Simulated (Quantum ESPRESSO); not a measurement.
### Canted and collinear textures of Cobalt

Symmetry: P6_3/mmc, No. 194, hexagonal system. Conventional cell: a = 2.507 Å, b = 2.507 Å, c = 4.070 Å, α = 90.00°, β = 90.00°, γ = 120.00°. Co has 12 Co at 2.50 to 2.51 Å nearest.

```yaml
method: PBE; plane waves with PseudoDojo 0.4 FR PBE standard potentials, spin-orbit coupling (and 1 further level or step)
program: Quantum ESPRESSO 7.5
settings_of_one_run: PseudoDojo 0.4 FR PBE standard, potential files Co: Co.upf, cutoff 1115.67 eV, 8×8×4 k-mesh, 48 bands, fermi-dirac occupations, smearing width 0.136 eV, SCF threshold 2.00e-8, starting moments 2 2 μB
cost: 4 runs, 22 min in all on 4 MPI ranks of Arm Neoverse V1, shared host (the runs of this entry)
notes: Known weakness: gga takes another form for collinear and canted starts. The cell holds only so many moments, so longer spirals cannot form in it.
lowest_start: collinear parallel
its_final_state: ferromagnetic
its_moments: 1.72 μB
its_net_moment: 3.27 μB a cell
```

No finished start ends non-collinear. The mesh is coarse, so differences of some ten meV can be noise where moments are itinerant.

[Logs and program files are shortened in this print: banners, set-up blocks, solver, clock and traceback lines can be left out without a mark of their own.]

[Logs are printed without paths, hosts, clocks, repeated set-up lines and the standing remarks that a program may print on its own settings, such as how far it seeks lower states.]

[Hosts, paths, dates, database ids (printed as entryN), source tags and the programs' standing remarks are cut or masked in the printed files.]

[Where a cell is said to come from a database of computed structures, the database is the Materials Project.]
